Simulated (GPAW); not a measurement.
Entries from a set of simulations; values are calculated unless marked as measured.

**AlGaN2 (P-4m2): one start, several treatments of the self-energy**

Symmetry: P-4m2, No. 115, tetragonal system. Conventional cell: a = 3.141 Å, b = 3.141 Å, c = 4.424 Å, α = 90.00°, β = 90.00°, γ = 90.00°. Nearest to Al lie 4 N at 1.89 Å. Ga has 4 N at 1.95 Å nearest. Nearest to N lie 2 Al at 1.89 Å and 2 Ga at 1.95 Å. Farther neighbours and most contacts between anions are not listed.

```
method                                  : DFT, LDA, plane waves, PAW (and 3 further levels or steps)
program                                 : GPAW 26.7.0
settings of one run                     : cutoff 600 eV, GPAW PAW setups 1.2.1 data release, 4×4×4 k-mesh, nbands 290
cost                                    : 6 runs, 5.6 min in all on 4 MPI ranks of Arm Neoverse V2, shared host (the runs of this entry)
notes                                   : The cell and positions are those that the Materials Project relaxed with its own functionals (PBE, PBE+U or r2SCAN), kept fixed. Limits: no spin-orbit coupling. Bands and cutoff are finite, so the gap is not at the basis limit. The miss can reach some tenths of an eV and take either sign; the mesh is an error of its own. The 4×4×4 mesh is coarse for this cell, which bears on the long-range parts of exchange and screening.
G0W0, Godby-Needs plasmon pole          : 4.446 eV
one-shot HSE06                          : 4.269 eV
G0W0, extrapolated in the cutoff        : 4.605 eV
one-shot Hartree-Fock                   : 11.156 eV
G0W0, full frequency, Hilbert transform : 4.486 eV
known limits                            : not at the basis limit; no spin-orbit coupling; coarse k mesh
```

One-shot HSE06: −0.177 eV against G0W0, Godby-Needs plasmon pole. G0W0, extrapolated in the cutoff: +0.159 eV against G0W0, Godby-Needs plasmon pole, at other bands or cutoff, so not like for like.

[Paths, hosts, dates, memory and timing lines, banners, echoed tables and standing remarks are left out of the program output.]

[Logs are printed without paths, hosts, clocks, repeated set-up lines and the standing remarks that a program may print on its own settings, such as how far it seeks lower states.]

[Runs of the session that timed out or met a known fault of the program may be left out.]

[Hosts, paths, dates, database ids (printed as entryN), source tags and the programs' standing remarks are cut or masked in the printed files.]
